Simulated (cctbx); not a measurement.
**Which space group?**

Cell: a = 9.7730 Å, b = 10.9380 Å, c = 11.4650 Å, α = 90.00°, β = 90.00°, γ = 90.00°. Expected content of the cell: I20 V6.

The data are simulated with cctbx, not measured: synchrotron X-rays, λ = 0.6889 Å, to d = 0.65 Å, 50 % of the full sphere, strongest reflection 40000 counts, noise from counting, a 3 % proportional error and a noise floor of 8 counts (s.d.); no absorption.

A first pass over the reflections prints:

```text
9350 reflections to d = 0.650 A
centring   violations  <I/sigma> of those
    A       3558 of  4652     11.4
    B       3604 of  4652     11.3
    C       3616 of  4652     11.5
    I       3693 of  4709     11.7
    R       4921 of  6245     11.6
    F       5389 of  6978     11.4
Laue class    unique    Rint  (classes that these axes allow; Friedel mates merged)
P -1             7029   0.028
P 1 2/m 1        4500   0.032
P 1 1 2/m        4500   0.032
P 2/m 1 1        4507   0.032
P m m m          2608   0.035
space group    extra absences  I>4sigma  <I/sigma>
P 2 2 2                 0          0         -  acentric
P 2 2 21                9          0       0.3  acentric
P m m 2                 0          0         -  acentric
P 2 m m                 0          0         -  acentric
P m 2 m                 0          0         -  acentric
P m m m                 0          0         -  centric
Wilson B = 1.70 A^2   <|E^2-1|> = 0.843 (0.968 centric, 0.736 acentric)   E^2>4: 2.7 %
shell (A)         n   <I/sigma>
11.47 - 1.30    362     29.6
 1.30 - 1.03    332     26.7
 1.03 - 0.90    325     23.9
 0.90 - 0.82    324     20.2
 0.82 - 0.76    319     17.8
 0.76 - 0.72    314     13.8
 0.72 - 0.68    318     13.3
 0.68 - 0.65    314     11.2
```

Q: Read the symmetry from these tables.

Every centring test has many violations, so the lattice is primitive.

Rint stays low (0.028 to 0.035) up to P m m m, the highest class in these axes.

6 settings pass the absence test. The most absences obeyed, 9, belong to P 2 2 21 alone.

⟨|E²−1|⟩ = 0.843 lies between the two ideal values. The Wilson B of 1.70 Å² means U ≈ 0.0215 Å².

The true group is P222_1 (no. 17), Laue class mmm, non-centrosymmetric. The tables fix it.

This is a model crystal, built by substitution and not relaxed, with assumed displacement parameters.

[Logs are printed without paths, hosts, clocks, repeated set-up lines and the standing remarks that a program may print on its own settings, such as how far it seeks lower states.]
